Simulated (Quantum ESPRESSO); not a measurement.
# MnSi: spin-resolved density of states, part 2 of 2

Where do the states of the two spins of MnSi lie?

Quantum ESPRESSO 7.5; PBEsol; plane waves with GBRV 1.5 PBEsol potentials, no spin-orbit coupling.

So far, absolute magnetization (μB): step 2 (ground-state run) 4.47.

The database entry behind the starting cell differs from later determinations by our own check (0.1 to 0.3 % short, probably kX units), so it need not match the best structure at ambient conditions.

## 3. Post-processing

Level of this step: PBEsol; plane waves with GBRV 1.5 PBEsol potentials, no spin-orbit coupling, projections on orthogonalised atomic orbitals (Quantum ESPRESSO).

projwfc.in reads:

```
&PROJWFC
  prefix = 'pwscf'
  outdir = './tmp'
  filpdos = 'pdos'
  ngauss = 0
  degauss = 0.01
  DeltaE = 0.05
  Emin = 6.51
  Emax = 20.51
/
```

Started as:

```console
> OMP_NUM_THREADS=1 mpirun -n 4 projwfc.x -nk 4 -in projwfc.in > projwfc.out
```

Log:

```text
[banner, memory and clock lines left out]
Program PROJWFC v.7.5 starts

     [... lines left out ...]
     IMPORTANT: XC functional enforced from input :
     Exchange-correlation= PBESOL
                           (   1   4  10   8   0   0   0)
     Any further DFT definition will be discarded
     Please, verify this is what you really want

     G-vector sticks info

     Check: negative core charge=   -0.000040

     Gaussian broadening (read from input): ngauss,degauss=   0    0.010000

     Calling projwave ....

  Problem Sizes
  natomwfc =           68
  nbnd     =           58
  nkstot   =           80
  npwx     =         2800
  nkb      =          144

     Atomic states used for projection
     (read from pseudopotential files):

     state #   1: atom   1 (Mn1), wfc  1 (l=0 m= 1)
     state #   2: atom   1 (Mn1), wfc  2 (l=1 m= 1)
     state #   3: atom   1 (Mn1), wfc  2 (l=1 m= 2)
     state #   4: atom   1 (Mn1), wfc  2 (l=1 m= 3)
     state #   5: atom   1 (Mn1), wfc  3 (l=0 m= 1)
     state #   6: atom   1 (Mn1), wfc  4 (l=2 m= 1)
     state #   7: atom   1 (Mn1), wfc  4 (l=2 m= 2)
     state #   8: atom   1 (Mn1), wfc  4 (l=2 m= 3)
     state #   9: atom   1 (Mn1), wfc  4 (l=2 m= 4)
     state #  10: atom   1 (Mn1), wfc  4 (l=2 m= 5)
     state #  11: atom   1 (Mn1), wfc  5 (l=1 m= 1)
     state #  12: atom   1 (Mn1), wfc  5 (l=1 m= 2)
     state #  13: atom   1 (Mn1), wfc  5 (l=1 m= 3)
     state #  14: atom   2 (Mn1), wfc  1 (l=0 m= 1)
     state #  15: atom   2 (Mn1), wfc  2 (l=1 m= 1)
     state #  16: atom   2 (Mn1), wfc  2 (l=1 m= 2)
     state #  17: atom   2 (Mn1), wfc  2 (l=1 m= 3)
     state #  18: atom   2 (Mn1), wfc  3 (l=0 m= 1)
     state #  19: atom   2 (Mn1), wfc  4 (l=2 m= 1)
     state #  20: atom   2 (Mn1), wfc  4 (l=2 m= 2)
     state #  21: atom   2 (Mn1), wfc  4 (l=2 m= 3)
     state #  22: atom   2 (Mn1), wfc  4 (l=2 m= 4)
     state #  23: atom   2 (Mn1), wfc  4 (l=2 m= 5)
     state #  24: atom   2 (Mn1), wfc  5 (l=1 m= 1)
[...]
state #  37: atom   3 (Mn1), wfc  5 (l=1 m= 1)
     state #  38: atom   3 (Mn1), wfc  5 (l=1 m= 2)
     state #  39: atom   3 (Mn1), wfc  5 (l=1 m= 3)
     state #  40: atom   4 (Mn2), wfc  1 (l=0 m= 1)
     state #  41: atom   4 (Mn2), wfc  2 (l=1 m= 1)
     state #  42: atom   4 (Mn2), wfc  2 (l=1 m= 2)
     state #  43: atom   4 (Mn2), wfc  2 (l=1 m= 3)
     state #  44: atom   4 (Mn2), wfc  3 (l=0 m= 1)
     state #  45: atom   4 (Mn2), wfc  4 (l=2 m= 1)
     state #  46: atom   4 (Mn2), wfc  4 (l=2 m= 2)
     state #  47: atom   4 (Mn2), wfc  4 (l=2 m= 3)
     state #  48: atom   4 (Mn2), wfc  4 (l=2 m= 4)
     state #  49: atom   4 (Mn2), wfc  4 (l=2 m= 5)
     state #  50: atom   4 (Mn2), wfc  5 (l=1 m= 1)
     state #  51: atom   4 (Mn2), wfc  5 (l=1 m= 2)
     state #  52: atom   4 (Mn2), wfc  5 (l=1 m= 3)
     state #  53: atom   5 (Si ), wfc  1 (l=0 m= 1)
     state #  54: atom   5 (Si ), wfc  2 (l=1 m= 1)
     state #  55: atom   5 (Si ), wfc  2 (l=1 m= 2)
     state #  56: atom   5 (Si ), wfc  2 (l=1 m= 3)
     state #  57: atom   6 (Si ), wfc  1 (l=0 m= 1)
     state #  58: atom   6 (Si ), wfc  2 (l=1 m= 1)
     state #  59: atom   6 (Si ), wfc  2 (l=1 m= 2)
     state #  60: atom   6 (Si ), wfc  2 (l=1 m= 3)
     state #  61: atom   7 (Si ), wfc  1 (l=0 m= 1)
     state #  62: atom   7 (Si ), wfc  2 (l=1 m= 1)
     state #  63: atom   7 (Si ), wfc  2 (l=1 m= 2)
     state #  64: atom   7 (Si ), wfc  2 (l=1 m= 3)
     state #  65: atom   8 (Si ), wfc  1 (l=0 m= 1)
     state #  66: atom   8 (Si ), wfc  2 (l=1 m= 1)
     state #  67: atom   8 (Si ), wfc  2 (l=1 m= 2)
     state #  68: atom   8 (Si ), wfc  2 (l=1 m= 3)

 [... projections of the bands left out ...]

Lowdin Charges:

     Atom #   1: total charge =  15.7957, s =  2.3551, p =  7.4238, d =  6.0168,
                 spin up      =   8.4331, s =  1.1761,
                 spin up      =   8.4331, p =  3.7107, pz=  1.2369, px=  1.2369, py=  1.2369,
                 spin up      =   8.4331, d =  3.5463, dz2=  0.7380, dxz=  0.6901, dyz=  0.6901, dx2-y2=  0.7380, dxy=  0.6901,
                 spin down    =   7.3626, s =  1.1789,
                 spin down    =   7.3626, p =  3.7132, pz=  1.2377, px=  1.2377, py=  1.2377,
                 spin down    =   7.3626, d =  2.4705, dz2=  0.4503, dxz=  0.5233, dyz=  0.5233, dx2-y2=  0.4503, dxy=  0.5233,
                 polarization =   1.0705, s = -0.0028, p = -0.0025, d =  1.0758,
     Atom #   2: total charge =  15.7957, s =  2.3551, p =  7.4238, d =  6.0168,
                 spin up      =   8.4331, s =  1.1761,
                 spin up      =   8.4331, p =  3.7107, pz=  1.2369, px=  1.2369, py=  1.2369,
                 spin up      =   8.4331, d =  3.5463, dz2=  0.7380, dxz=  0.6901, dyz=  0.6901, dx2-y2=  0.7380, dxy=  0.6901,
                 spin down    =   7.3626, s =  1.1789,
                 spin down    =   7.3626, p =  3.7132, pz=  1.2377, px=  1.2377, py=  1.2377,
                 spin down    =   7.3626, d =  2.4705, dz2=  0.4503, dxz=  0.5233, dyz=  0.5233, dx2-y2=  0.4503, dxy=  0.5233,
                 polarization =   1.0705, s = -0.0028, p = -0.0025, d =  1.0758,
     Atom #   3: total charge =  15.7957, s =  2.3551, p =  7.4238, d =  6.0168,
                 spin up      =   8.4331, s =  1.1761,
                 spin up      =   8.4331, p =  3.7107, pz=  1.2369, px=  1.2369, py=  1.2369,
                 spin up      =   8.4331, d =  3.5463, dz2=  0.7380, dxz=  0.6901, dyz=  0.6901, dx2-y2=  0.7380, dxy=  0.6901,
                 spin down    =   7.3626, s =  1.1789,
                 spin down    =   7.3626, p =  3.7132, pz=  1.2377, px=  1.2377, py=  1.2377,
                 spin down    =   7.3626, d =  2.4705, dz2=  0.4503, dxz=  0.5233, dyz=  0.5233, dx2-y2=  0.4503, dxy=  0.5233,
                 polarization =   1.0705, s = -0.0028, p = -0.0025, d =  1.0758,
     Atom #   4: total charge =  15.7957, s =  2.3551, p =  7.4238, d =  6.0168,
                 spin up      =   8.4331, s =  1.1761,
                 spin up      =   8.4331, p =  3.7107, pz=  1.2369, px=  1.2369, py=  1.2369,
                 spin up      =   8.4331, d =  3.5463, dz2=  0.7380, dxz=  0.6901, dyz=  0.6901, dx2-y2=  0.7380, dxy=  0.6901,
                 spin down    =   7.3627, s =  1.1789,
                 spin down    =   7.3627, p =  3.7132, pz=  1.2377, px=  1.2377, py=  1.2377,
                 spin down    =   7.3627, d =  2.4706, dz2=  0.4503, dxz=  0.5233, dyz=  0.5233, dx2-y2=  0.4503, dxy=  0.5233,
                 polarization =   1.0704, s = -0.0028, p = -0.0025, d =  1.0757,
     Atom #   5: total charge =   3.1098, s =  0.8459, p =  2.2640, d =  0.0000,
                 spin up      =   1.5013, s =  0.4115,
                 spin up      =   1.5013, p =  1.0899, pz=  0.3633, px=  0.3633, py=  0.3633,
                 spin up      =   1.5013, d =  0.0000, dz2=  0.0000, dxz=  0.0000, dyz=  0.0000, dx2-y2=  0.0000, dxy=  0.0000,
                 spin down    =   1.6085, s =  0.4344,
                 spin down    =   1.6085, p =  1.1741, pz=  0.3914, px=  0.3914, py=  0.3914,
                 spin down    =   1.6085, d =  0.0000, dz2=  0.0000, dxz=  0.0000, dyz=  0.0000, dx2-y2=  0.0000, dxy=  0.0000,
                 polarization =  -0.1072, s = -0.0229, p = -0.0842, d =  0.0000,
     Atom #   6: total charge =   3.1098, s =  0.8459, p =  2.2640, d =  0.0000,
                 spin up      =   1.5013, s =  0.4115,
                 spin up      =   1.5013, p =  1.0899, pz=  0.3633, px=  0.3633, py=  0.3633,
                 spin up      =   1.5013, d =  0.0000, dz2=  0.0000, dxz=  0.0000, dyz=  0.0000, dx2-y2=  0.0000, dxy=  0.0000,
                 spin down    =   1.6085, s =  0.4344,
                 spin down    =   1.6085, p =  1.1741, pz=  0.3914, px=  0.3914, py=  0.3914,
                 spin down    =   1.6085, d =  0.0000, dz2=  0.0000, dxz=  0.0000, dyz=  0.0000, dx2-y2=  0.0000, dxy=  0.0000,
                 polarization =  -0.1072, s = -0.0229, p = -0.0842, d =  0.0000,
     Atom #   7: total charge =   3.1098, s =  0.8459, p =  2.2640, d =  0.0000,
                 spin up      =   1.5013, s =  0.4115,
                 spin up      =   1.5013, p =  1.0899, pz=  0.3633, px=  0.3633, py=  0.3633,
                 spin up      =   1.5013, d =  0.0000, dz2=  0.0000, dxz=  0.0000, dyz=  0.0000, dx2-y2=  0.0000, dxy=  0.0000,
                 spin down    =   1.6085, s =  0.4344,
                 spin down    =   1.6085, p =  1.1741, pz=  0.3914, px=  0.3914, py=  0.3914,
                 spin down    =   1.6085, d =  0.0000, dz2=  0.0000, dxz=  0.0000, dyz=  0.0000, dx2-y2=  0.0000, dxy=  0.0000,
                 polarization =  -0.1072, s = -0.0229, p = -0.0842, d =  0.0000,
     Atom #   8: total charge =   3.1098, s =  0.8459, p =  2.2640, d =  0.0000,
                 spin up      =   1.5013, s =  0.4115,
                 spin up      =   1.5013, p =  1.0899, pz=  0.3633, px=  0.3633, py=  0.3633,
                 spin up      =   1.5013, d =  0.0000, dz2=  0.0000, dxz=  0.0000, dyz=  0.0000, dx2-y2=  0.0000, dxy=  0.0000,
                 spin down    =   1.6085, s =  0.4344,
                 spin down    =   1.6085, p =  1.1741, pz=  0.3914, px=  0.3914, py=  0.3914,
                 spin down    =   1.6085, d =  0.0000, dz2=  0.0000, dxz=  0.0000, dyz=  0.0000, dx2-y2=  0.0000, dxy=  0.0000,
                 polarization =  -0.1072, s = -0.0229, p = -0.0842, d =  0.0000,
     Spilling Parameter:   0.0050
```

The job ended after 4 s (4 MPI ranks of Arm Neoverse V1, shared host; peak memory 0.29 GiB).

The density of states has structure finer than the step of the table below, so its rows give means over 0.5 eV, whole bins alone (the curve runs from -9.00 to 5.05 eV). Peaks (eV: height): up -2.35: 8.39, -0.90: 5.88, 0.45: 4.22, 2.90: 3.15; down -1.80: 7.56, -0.05: 4.68, 0.40: 4.86, 1.20: 5.13; Mn1 d up -2.35: 1.56, -0.90: 1.36, 0.45: 0.929, 1.40: 0.41; Mn1 d down -1.80: 1.32, -0.05: 1.06, 0.40: 1.13, 1.20: 1.17; Si5 p up -5.70: 0.238, -4.45: 0.26, -3.55: 0.236, 4.80: 0.291.

Gaussian broadening of 0.136 eV on the SCF mesh. The density of states by energy, zero at the Fermi level; means over each step; values in states/eV/cell:

```
energy (eV)     up   down  Mn1 d up  Mn1 d down  Si5 p up  Si5 p down
       -8.5  0.999  0.916    0.0277      0.0216    0.0594      0.0559
       -8.0   1.11   1.19    0.0407      0.0363    0.0627      0.0697
       -7.5  0.881  0.804    0.0450      0.0340    0.0409      0.0393
       -7.0  0.680  0.585    0.0415      0.0288    0.0265      0.0255
       -6.5  0.637  0.672    0.0285      0.0315    0.0615      0.0464
       -6.0  0.865  0.705    0.0435      0.0247     0.112      0.0984
       -5.5   1.59   1.38     0.104      0.0682     0.192       0.181
       -5.0   1.43   1.43     0.108      0.0868     0.158       0.177
       -4.5   1.87   1.40     0.163      0.0865     0.200       0.170
       -4.0   2.01   2.10     0.216       0.166     0.180       0.224
       -3.5   2.72   1.57     0.373       0.155     0.201       0.154
       -3.0   3.40   2.60     0.564       0.314     0.172       0.212
       -2.5   6.34   2.99      1.17       0.440     0.188       0.185
       -2.0   4.90   5.10     0.925       0.849     0.145       0.194
       -1.5   3.35   4.84     0.695       0.901    0.0733       0.151
       -1.0   4.94   3.12      1.14       0.613    0.0411      0.0839
       -0.5   4.93   2.68      1.14       0.592    0.0301      0.0413
        0.0   2.01   3.89     0.445       0.884    0.0203      0.0351
        0.5   3.15   4.53     0.694        1.05    0.0509      0.0313
        1.0  0.940   3.99     0.181       0.918    0.0308      0.0335
        1.5   1.72   1.69     0.287       0.370    0.0858      0.0282
        2.0   1.51   2.02     0.220       0.373    0.0740      0.0752
        2.5   1.75   1.15     0.213       0.188    0.0956      0.0542
        3.0   2.33   2.25     0.231       0.325     0.173      0.0967
        3.5   1.98   2.44     0.152       0.283     0.164       0.155
        4.0   2.07   2.47     0.127       0.225     0.189       0.187
        4.5   1.95   2.05    0.0931       0.152     0.169       0.168
```

## 4. Outcome

```yaml
state: ferromagnetic
largest_moment_in_a_sphere: 0.978 μB
```

**Reading.** Distinct peaks of the density of states (up) stand at -2.35, -0.90, 0.45, 2.90 and 4.80 eV; the one at -2.35 eV is strongest. These are Kohn–Sham states without spin–orbit coupling, on the mesh of the self-consistent run. Energies are free energies at an electronic temperature of 1160 K, which lowers moments and differences where the moments are itinerant.

[Logs and program files are shortened in this print: banners, set-up blocks, solver, clock and traceback lines can be left out without a mark of their own.]

[Logs are printed without paths, hosts, clocks, repeated set-up lines and the standing remarks that a program may print on its own settings, such as how far it seeks lower states.]

[Hosts, paths, dates, database ids (printed as entryN), source tags and the programs' standing remarks are cut or masked in the printed files.]

[Where a cell is said to come from a database of computed structures, the database is the Materials Project.]
